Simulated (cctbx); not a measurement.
**A crystallographic session in cctbx: Lu2Cr9Fe2Ru**

Library: cctbx 2025.11. The data are simulated by the first script.

## 1. Simulate the data

run.py:

```python
from cctbx import adptbx, crystal, miller, sgtbx, xray
from cctbx.array_family import flex
from iotbx.shelx import hklf
from scitbx import matrix
import scitbx.random

cs = crystal.symmetry(unit_cell=(11.973, 7.003, 9.062, 90, 90, 90), space_group_symbol='Hall: -C 2c 2')  # Cmcm
atoms = [  # label, site, U (iso, or U11 U22 U33 U12 U13 U23 in A^2), occupancy
    ("Lu1", (0.6612, 0.3298, 0.25), (0.0049, 0.0091, 0.0046, -0.0026, 0.0000, 0.0000), 1),
    ("Ru1", (0, 0, 0), (0.0119, 0.0097, 0.0057, 0.0000, 0.0000, 0.0020), 1),
    ("Fe1", (0.6743, 0, 0), (0.0053, 0.0127, 0.0087, 0.0000, 0.0000, 0.0014), 1),
    ("Cr1", (0.6626, 0.6775, 0.0743), (0.0083, 0.0068, 0.0075, 0.0002, 0.0008, 0.0001), 1),
    ("Cr2", (0.3984, 0.9463, 0.25), (0.0096, 0.0097, 0.0084, -0.0003, 0.0000, 0.0000), 1),
    ("Cr3", (0.5, 0.8497, 0.5638), (0.0076, 0.0074, 0.0064, 0.0000, 0.0000, -0.0005), 1),
    ("Cr4", (0.5, 0.6336, 0.25), (0.0068, 0.0127, 0.0076, 0.0000, 0.0000, 0.0000), 1),
]
xs = xray.structure(crystal_symmetry=cs)
for label, site, u, occ in atoms:
    u = adptbx.u_cif_as_u_star(cs.unit_cell(), u) if isinstance(u, tuple) else u
    xs.add_scatterer(xray.scatterer(label, site=site, u=u, occupancy=occ))
xs.set_inelastic_form_factors(1.54184, "sasaki")
xs.show_summary()
p1 = xs.expand_to_p1()
ms = miller.build_set(p1, anomalous_flag=True, d_min=0.83)
flex.set_random_seed(737750)
scitbx.random.set_random_seed(737750)
ms = ms.select(flex.random_double(ms.size()) < 0.8)
i = ms.structure_factors_from_scatterers(p1, algorithm="direct").f_calc().as_intensity_array().data()
i = i * 20000 / flex.max(i)
sig = flex.sqrt(i + flex.pow2(0.06 * i) + 4 ** 2)
noise = scitbx.random.variate(scitbx.random.normal_distribution())(i.size())
data = ms.array(data=i + sig * noise, sigmas=sig).set_observation_type_xray_intensity()
with open("data.hkl", "w") as f:
    data.export_as_shelx_hklf(f)
print("reflections written:", data.size(), " <I/sigma> = %.1f" % flex.mean(data.data() / data.sigmas()))
for h, a, b in list(data.sort("data"))[:12]:
    print("%4d%4d%4d %9.1f %7.1f" % (h + (a, b)))
```

```console
$ python run.py
```

```text
Number of scatterers: 7
At special positions: 6
Unit cell: (11.973, 7.003, 9.062, 90, 90, 90)
Space group: C m c m (No. 63)
reflections written: 4384  <I/sigma> = 4.6
   6   0   0   21864.7  1200.0
   3   3   0   20473.2  1208.3
  -3   3   0   19075.4  1208.3
   3  -3   0   18954.9  1208.3
  -6   0   0   16068.3  1200.0
   0   0  -4   14211.4   811.0
   0   0   4   13359.7   811.0
   3   1  -3   12878.6   680.4
   3   1   3   12603.3   680.4
  -3   1  -3   12460.9   680.4
   3  -1   3   11428.8   680.4
  -3   1   3   11145.0   680.4
```

It took 0.49 s on 1 thread of Arm Neoverse N1 (shared host), peak memory 0.07 GiB.

## 2. Symmetry

run.py:

```python
from cctbx import crystal, sgtbx, statistics
from cctbx.array_family import flex
from iotbx.shelx import hklf

p1 = crystal.symmetry(unit_cell=(11.973, 7.003, 9.062, 90, 90, 90), space_group_symbol="P 1")
raw = hklf.reader(file_name="data.hkl").as_miller_arrays(crystal_symmetry=p1, anomalous=True)[0]
print(raw.size(), "reflections to d = %.3f A" % raw.d_min())
isig = raw.data() / raw.sigmas()
print("centring   violations  <I/sigma> of those")
best = "P"
for c in "ABCIRF":
    a = raw.customized_copy(space_group_info=sgtbx.space_group_info("Hall: %s 1" % c)).sys_absent_flags().data()
    m = flex.mean(isig.select(a))
    print("%5s %10d of %5d %8.1f" % (c, (isig.select(a) > 4).count(True), a.count(True), m))
    if (isig.select(a) > 4).count(True) < 0.01 * a.count(True):
        best = c
raw = raw.select(~raw.customized_copy(space_group_info=sgtbx.space_group_info("Hall: %s 1" % best)).sys_absent_flags().data())
isig = raw.data() / raw.sigmas()
rows = []
for s in sgtbx.space_group_symbol_iterator():
    g = sgtbx.space_group(s)
    if g.conventional_centring_type_symbol() != best or not g.is_compatible_unit_cell(p1.unit_cell(), 1e-3, 0.02):
        continue
    rows.append((s, g))
print("Laue class    unique    Rint  (classes that these axes allow; Friedel mates merged)")
rint = {}
for s, g in rows:
    laue = g.build_derived_patterson_group()
    key = laue.type().hall_symbol()
    if key not in rint:
        m = raw.customized_copy(space_group_info=laue.info(), anomalous_flag=False).merge_equivalents()
        rint[key] = m.r_int()
        print("%-14s %6d %7.3f" % (laue.type().lookup_symbol(), m.array().size(), m.r_int()))
floor = min(rint.values())
good = [(s, g) for s, g in rows if rint[g.build_derived_patterson_group().type().hall_symbol()] < 2 * floor + 0.03]
top = max(g.build_derived_patterson_group().order_z() for s, g in good)
print("space group    extra absences  I>4sigma  <I/sigma>")
for s, g in good:
    laue = g.build_derived_patterson_group()
    if laue.order_z() != top:
        continue
    a = raw.customized_copy(space_group_info=g.info()).sys_absent_flags().data()
    a &= ~raw.customized_copy(space_group_info=laue.info()).sys_absent_flags().data()
    bad = (isig.select(a) > 4).count(True)
    if bad <= 0.03 * a.count(True):
        print("%-16s %8d %10d %9s  %s" % (s.universal_hermann_mauguin(), a.count(True), bad, "%.1f" % flex.mean(isig.select(a)) if a.count(True) else "-", "centric" if g.is_centric() else "acentric"))
laue = max(good, key=lambda t: t[1].build_derived_patterson_group().order_z())[1].build_derived_patterson_group()
f = raw.customized_copy(space_group_info=laue.info(), anomalous_flag=False).merge_equivalents().array().eliminate_sys_absent().f_sq_as_f()
f.set_observation_type_xray_amplitude()
bins = max(3, min(8, f.size() // 12))
f.setup_binner(n_bins=bins)
w = statistics.wilson_plot(f, {e: n / laue.order_z() for e, n in {'Lu': 8.0, 'Ru': 4.0, 'Fe': 8.0, 'Cr': 36.0}.items()}, e_statistics=True)
print("Wilson B = %.2f A^2   <|E^2-1|> = %.3f (0.968 centric, 0.736 acentric)   E^2>4: %.1f %%" % (w.wilson_b, w.mean_e_sq_minus_1, w.percent_e_sq_gt_2))
print("shell (A)         n   <I/sigma>")
m = raw.customized_copy(space_group_info=laue.info(), anomalous_flag=False).merge_equivalents().array().eliminate_sys_absent()
for b in m.setup_binner(n_bins=bins).range_used():
    sel = m.binner().selection(b)
    print("%5.2f - %4.2f %6d %8.1f" % (min(m.binner().bin_d_range(b)[0] if m.binner().bin_d_range(b)[0] > 0 else 99, 99), m.binner().bin_d_range(b)[1], sel.count(True), flex.mean((m.data() / m.sigmas()).select(sel))))
```

```console
$ python run.py
```

```text
4384 reflections to d = 0.830 A
centring   violations  <I/sigma> of those
    A        848 of  2221      4.8
    B        848 of  2214      4.8
    C          0 of  2181     -0.0
    I        820 of  2208      4.4
    R       1122 of  2923      4.6
    F        848 of  3308      3.2
Laue class    unique    Rint  (classes that these axes allow; Friedel mates merged)
C 1 2/m 1         750   0.052
C 2/m 1 1         731   0.051
C m m m           425   0.056
space group    extra absences  I>4sigma  <I/sigma>
C 2 2 21                6          0      -0.7  acentric
C 2 2 2                 0          0         -  acentric
C m m 2                 0          0         -  acentric
C m c 21               92          0       0.1  acentric
C 2 m m                 0          0         -  acentric
C m 2 m                 0          0         -  acentric
C 2 c m                92          0       0.1  acentric
C m c m                92          0       0.1  centric
C m m m                 0          0         -  centric
Wilson B = 0.96 A^2   <|E^2-1|> = 1.000 (0.968 centric, 0.736 acentric)   E^2>4: 4.5 %
shell (A)         n   <I/sigma>
 9.06 - 1.66     63     18.4
 1.66 - 1.32     56     20.8
 1.32 - 1.15     46     20.4
 1.15 - 1.05     58     17.4
 1.05 - 0.97     49     18.3
 0.97 - 0.91     52     20.9
 0.91 - 0.87     42     17.7
 0.87 - 0.83     59     16.8
```

Time: 0.47 s.

## 3. Patterson map

run.py:

```python
from cctbx import crystal, maptbx
from iotbx.shelx import hklf

cs = crystal.symmetry(unit_cell=(11.973, 7.003, 9.062, 90, 90, 90), space_group_symbol='Hall: -C 2c 2')  # Cmcm
raw = hklf.reader(file_name="data.hkl").as_miller_arrays(crystal_symmetry=cs, anomalous=True)[0]
merged = raw.eliminate_sys_absent().merge_equivalents()
fo2 = merged.array().set_observation_type_xray_intensity()
f = fo2.average_bijvoet_mates().f_sq_as_f()
pm = f.patterson_map(symmetry_flags=maptbx.use_space_group_symmetry, sharpening=False, resolution_factor=0.25)
peaks = pm.peak_search(parameters=maptbx.peak_search_parameters(min_distance_sym_equiv=0.4, max_clusters=14)).all()
top = peaks.heights()[0]
print("Patterson group", f.patterson_symmetry().space_group_info())
print("      u       v       w   height  length (A)")
for x, h in zip(peaks.sites(), peaks.heights()):
    y = [t - round(t) for t in x]
    print("%7.3f %7.3f %7.3f %8.1f %8.2f" % (x + (1000 * h / top, cs.unit_cell().length(y))))
```

```console
$ python run.py
```

```text
Patterson group C m m m
      u       v       w   height  length (A)
  0.000   0.000   0.000   1000.0     0.00
  0.174   0.500   0.000    543.2     4.08
  0.000   0.000   0.329    393.6     2.98
  0.000   0.339   0.500    383.1     5.11
  0.169   0.500   0.325    342.2     5.00
  0.163   0.170   0.234    271.9     3.12
  0.175   0.160   0.500    225.8     5.11
  0.000   0.344   0.185    201.7     2.93
  0.000   0.000   0.500    138.7     4.53
  0.159   0.000   0.500    116.6     4.91
  0.250   0.250   0.500    113.4     5.71
  0.169   0.500   0.500    103.5     6.07
  0.161   0.310   0.000     81.3     2.90
  0.165   0.170   0.078     78.0     2.41
```

Time: 0.49 s.

## 4. Charge flipping

run.py:

```python
import itertools
from cctbx import crystal, maptbx
from cctbx.array_family import flex
from iotbx.shelx import hklf
from smtbx.ab_initio import charge_flipping as cf

cs = crystal.symmetry(unit_cell=(11.973, 7.003, 9.062, 90, 90, 90), space_group_symbol='Hall: -C 2c 2')  # Cmcm
raw = hklf.reader(file_name="data.hkl").as_miller_arrays(crystal_symmetry=cs, anomalous=True)[0]
merged = raw.eliminate_sys_absent().merge_equivalents()
fo2 = merged.array().set_observation_type_xray_intensity()
f = fo2.average_bijvoet_mates().f_sq_as_f().resolution_filter(d_min=0.83)
p1 = f.expand_to_p1()
work = p1
flex.set_random_seed(28672)
it = cf.weak_reflection_improved_iterator(delta=None, weak_reflection_fraction=0.1)
it.start(work, phases=flex.random_double(p1.size()) * 6.2832, f_000=0)
it.delta = 1 * it.rho_map.sigma()
print("cycle      R  skewness")
for n, st in enumerate(itertools.islice(it, 300)):
    if n % 25 == 0:
        print("%5d %6.3f %8.2f" % (n, st.r1_factor(), st.rho_map.skewness()))
rho = p1.phase_transfer(it.f_calc).fft_map().apply_volume_scaling()
polish = cf.low_density_elimination_iterator(constant_rho_c=rho.sigma())
polish.start(f_obs=p1, phases=it.f_calc, f_000=0)
for _ in range(8):
    next(polish)
print("origin shift          correlation  skewness")
maps = []
for fc, shift, cc in itertools.islice(cf.f_calc_symmetrisations(f, polish.f_calc, 0), 4):
    m = f.phase_transfer(fc).fft_map(symmetry_flags=maptbx.use_space_group_symmetry, resolution_factor=0.25).apply_sigma_scaling()
    maps.append((m.skewness(), cc, m))
    print("%6.3f %6.3f %6.3f %10.3f %9.2f" % (tuple(shift) + (cc, m.skewness())))
skew, cc, m = max((t for t in maps if t[1] > maps[0][1] - 0.04), key=lambda t: t[0])
print("taken: symmetry correlation %.3f, skewness %.2f" % (cc, skew))
peaks = m.peak_search(parameters=maptbx.peak_search_parameters(min_distance_sym_equiv=0.9, max_clusters=12)).all()
sps = cs.special_position_settings(min_distance_sym_equiv=0.5)
print("peak      x       y       z  mult  height/sigma")
for k, (x, h) in enumerate(zip(peaks.sites(), peaks.heights())):
    ss = sps.site_symmetry(x)
    print("Q%-3d %7.4f %7.4f %7.4f %4d %8.1f" % ((k + 1,) + tuple(t % 1 for t in ss.exact_site()) + (ss.multiplicity(), h)))
```

```console
$ python run.py
```

```text
cycle      R  skewness
    0  0.616     0.40
   25  0.435     3.63
   50  0.311     4.27
   75  0.311     4.18
  100  0.289     4.18
  125  0.302     4.12
  150  0.291     4.09
  175  0.288     4.08
  200  0.300     4.15
  225  0.289     4.09
  250  0.287     4.16
  275  0.289     4.10
origin shift          correlation  skewness
 0.107  0.238  0.455      0.840      1.47
 0.441  0.239  0.451      0.839      1.80
 0.440  0.239  0.295      0.836      1.08
 0.106  0.239  0.293      0.835      1.26
taken: symmetry correlation 0.839, skewness 1.80
peak      x       y       z  mult  height/sigma
Q1    0.0000  0.3347  0.0837    8      9.4
Q2    0.1740  0.1758  0.6030   16      7.2
Q3    0.0000  0.2996  0.7500    4      4.5
Q4    0.1431  0.1966  0.2500    8      3.5
Q5    0.0399  0.0309  0.5608   16      3.3
Q6    0.0000  0.1725  0.1168    8      2.8
Q7    0.0837  0.1034  0.7500    8      2.8
Q8    0.2169  0.1911  0.7500    8      2.5
Q9    0.1544  0.5019  0.1593   16      2.5
Q10   0.1671  0.3370  0.7500    8      2.3
Q11   0.2248  0.4292  0.0761   16      2.3
Q12   0.1651  0.0120  0.0998   16      2.3
```

Time: 0.81 s.

## 5. Refinement (model from the peaks)

run.py:

```python
import math
from cctbx import adptbx, crystal, maptbx, sgtbx, xray
from cctbx.array_family import flex
from cctbx.xray import observations
from iotbx.shelx import hklf
from scitbx.lstbx import normal_eqns_solving
from smtbx import absolute_structure, utils
from smtbx.refinement import constraints, least_squares

cs = crystal.symmetry(unit_cell=(11.973, 7.003, 9.062, 90, 90, 90), space_group_symbol='Hall: -C 2c 2')  # Cmcm
atoms = [  # label, site, U (iso, or U11 U22 U33 U12 U13 U23 in A^2), occupancy
    ("Lu1", (0, 0.3347, 0.0837), 0.0200, 1),
    ("Cr1", (0.174, 0.1758, 0.603), 0.0200, 1),
    ("Cr2", (0, 0.2996, 0.75), 0.0200, 1),
    ("Fe1", (0.1431, 0.1966, 0.25), 0.0200, 1),
    ("Cr3", (0, 0.1725, 0.1168), 0.0200, 1),
    ("Cr4", (0.0837, 0.1034, 0.75), 0.0200, 1),
]
xs = xray.structure(crystal_symmetry=cs)
for label, site, u, occ in atoms:
    u = adptbx.u_cif_as_u_star(cs.unit_cell(), u) if isinstance(u, tuple) else u
    xs.add_scatterer(xray.scatterer(label, site=site, u=u, occupancy=occ))
xs.set_inelastic_form_factors(1.54184, "sasaki")
raw = hklf.reader(file_name="data.hkl").as_miller_arrays(crystal_symmetry=cs, anomalous=True)[0]
merged = raw.eliminate_sys_absent().merge_equivalents()
fo2 = merged.array().set_observation_type_xray_intensity()
print("Rint %.3f, %d unique reflections to %.2f A" % (merged.r_int(), fo2.size(), fo2.d_min()))
for sc in xs.scatterers():
    sc.flags.set_grad_site(True)
    sc.flags.set_grad_u_aniso(sc.flags.use_u_aniso())
    sc.flags.set_grad_u_iso(sc.flags.use_u_iso())
obs = fo2.as_xray_observations()
extra = {}
rep = constraints.reparametrisation(xs, [], utils.connectivity_table(xs), **extra)
ls = least_squares.crystallographic_ls(obs, rep, weighting_scheme=least_squares.mainstream_shelx_weighting(a=0, b=0))
print("cycle     R1     wR2    GooF  max shift (A)")
for cycle in range(6):
    ls.build_up()
    r1, wr2, goof = ls.r1_factor(cutoff_factor=2)[0], ls.wR2(), ls.goof()
    old = xs.sites_cart()
    normal_eqns_solving.levenberg_marquardt_iterations(ls, n_max_iterations=3, tau=0.0001, step_threshold=1e-7)
    big = flex.max((xs.sites_cart() - old).norms())
    print("%4d %7.4f %7.4f %7.3f %9.5f" % (cycle + 1, r1, wr2, goof, big))
    ls.build_up(objective_only=True)
    if abs(ls.wR2() - wr2) < 5e-5 and big < 5e-4:
        break
ls.build_up()
print("final R1 %.4f wR2 %.4f GooF %.3f  parameters %d  data/parameter %.1f" % (ls.r1_factor(cutoff_factor=2)[0], ls.wR2(), ls.goof(), ls.n_parameters, fo2.size() / ls.n_parameters))
cov = ls.covariance_matrix_and_annotations()
su = dict(zip(cov.annotations, (math.sqrt(max(v, 0)) for v in cov.matrix.matrix_packed_u_diagonal())))
a2 = cs.unit_cell().reciprocal_parameters()[0] ** -2
print("atom        x        y        z      Ueq    occ   su(xyz)  su(Uiso or U11)")
for sc in xs.scatterers():
    s = max(su.get(sc.label + k, 0) for k in (".x", ".y", ".z"))
    npd = "" if sc.is_positive_definite_u(cs.unit_cell()) else "  NPD"
    print("%-5s %8.5f %8.5f %8.5f %8.4f %6.3f %8.5f %7.4f%s" % ((sc.label,) + sc.site + (sc.u_iso_or_equiv(cs.unit_cell()), sc.occupancy, s, su.get(sc.label + ".uiso", su.get(sc.label + ".u11", 0) * a2), npd)))
fo = fo2.f_sq_as_f()
fc = fo.structure_factors_from_scatterers(xs, algorithm="direct").f_calc()
diff = fo.f_obs_minus_f_calc(1 / math.sqrt(ls.scale_factor()), fc).average_bijvoet_mates()
m = diff.fft_map(symmetry_flags=maptbx.use_space_group_symmetry, resolution_factor=0.25).apply_volume_scaling()
print("difference map: max %.2f min %.2f rms %.2f" % (m.statistics().max(), m.statistics().min(), m.statistics().sigma()))
peaks = m.peak_search(parameters=maptbx.peak_search_parameters(min_distance_sym_equiv=0.6, max_clusters=6)).all()
near = xs.closest_distances(peaks.sites(), distance_cutoff=4)
sps = cs.special_position_settings(min_distance_sym_equiv=0.5)
for k, (x, h) in enumerate(zip(peaks.sites(), peaks.heights())):
    ss = sps.site_symmetry(x)
    print("Q%-3d %7.4f %7.4f %7.4f %4d %7.2f  %.2f A from %s" % ((k + 1,) + tuple(t % 1 for t in ss.exact_site()) + (ss.multiplicity(), h, near.smallest_distances[k], xs.scatterers()[near.i_seqs[k]].label)))
```

```console
$ python run.py
```

```text
Rint 0.055, 393 unique reflections to 0.83 A
cycle     R1     wR2    GooF  max shift (A)
   1  0.8548  0.9841  23.416   0.25039
   2  0.7514  0.9543  22.708   0.30264
   3  0.7340  0.9457  22.503   0.37839
   4  0.8477  0.9821  23.368   1.56447
   5  0.7178  0.9372  22.300   0.11889
   6  0.7261  0.9402  22.372   0.33939
final R1 0.7059 wR2 0.9319 GooF 22.175  parameters 18  data/parameter 21.8
atom        x        y        z      Ueq    occ   su(xyz)  su(Uiso or U11)
Lu1    0.00000  0.32833  0.08046   0.0001  1.000  0.01564  0.0292
Cr1    0.17568  0.17271  0.58095   0.0001  1.000  0.01266  0.0193
Cr2    0.00000  0.63987  0.75000   1.0000  1.000  0.74323  2.7436
Fe1    0.16367  0.16796  0.25000   0.0001  1.000  0.01879  0.0304
Cr3    0.00000  0.32025  0.09498   0.0153  1.000  0.06458  0.1630
Cr4    0.08008  0.06349  0.75000   0.0001  1.000  0.01763  0.0250
difference map: max 665.77 min -106.23 rms 37.05
Q1    0.0000  0.3297  0.0853    8  668.78  0.05 A from Lu1
Q2    0.1778  0.1681  0.5943   16  260.36  0.13 A from Cr1
Q3    0.1611  0.4997  0.1615   16  244.68  2.31 A from Cr2
Q4    0.0000  0.0481  0.7500    4  100.19  0.96 A from Cr4
Q5    0.2416  0.4357  0.0894   16   85.61  1.25 A from Cr1
Q6    0.0000  0.0039  0.1465    8   82.30  1.42 A from Cr4
```

Time: 1.3 s.

Figures of merit this high mean that the model is still wrong or incomplete.

## 6. Charge flipping

run.py, as its changes from the last script of this kind:

```diff
@@ -13,2 +13,3 @@
-work = p1
-flex.set_random_seed(28672)
+p1.setup_binner_counting_sorted(reflections_per_bin=max(40, p1.size() // 12))
+work = p1.array(data=p1.data() / p1.amplitude_quasi_normalisations().data())
+flex.set_random_seed(28673)
@@ -19,2 +20,2 @@
-for n, st in enumerate(itertools.islice(it, 300)):
-    if n % 25 == 0:
+for n, st in enumerate(itertools.islice(it, 600)):
+    if n % 50 == 0:
```

```console
$ python run.py
```

```text
cycle      R  skewness
    0  0.615     0.31
   50  0.509     2.59
  100  0.511     2.80
  150  0.494     2.75
  200  0.494     2.74
  250  0.488     2.71
  300  0.489     2.62
  350  0.512     2.70
  400  0.496     2.70
  450  0.491     2.73
  500  0.478     2.70
  550  0.507     2.83
origin shift          correlation  skewness
 0.010  0.352  0.351      0.902      1.83
 0.342  0.243  0.349      0.922      3.30
 0.176  0.352  0.352      0.901      2.14
 0.009  0.243  0.349      0.922      2.74
taken: symmetry correlation 0.922, skewness 3.30
peak      x       y       z  mult  height/sigma
Q1    0.1607  0.3304  0.2500    8     14.8
Q2    0.0000  0.5000  0.0000    4      7.8
Q3    0.0000  0.1649  0.7500    4      4.8
Q4    0.0000  0.3373  0.7500    4      4.6
Q5    0.1854  0.0000  0.0000    8      4.6
Q6    0.0000  0.9978  0.2500    4      4.5
Q7    0.0000  0.1657  0.0400    8      4.0
Q8    0.1763  0.1118  0.2500    8      3.3
Q9    0.1620  0.4734  0.0890   16      3.0
Q10   0.2410  0.2304  0.7500    8      2.9
Q11   0.1720  0.3327  0.5639   16      2.5
Q12   0.0584  0.3150  0.2500    8      2.5
```

It took 1 s on 1 thread of Arm Neoverse N1, on a shared host, peak memory 0.08 GiB.

[Logs are printed without paths, hosts, clocks, repeated set-up lines and the standing remarks that a program may print on its own settings, such as how far it seeks lower states.]
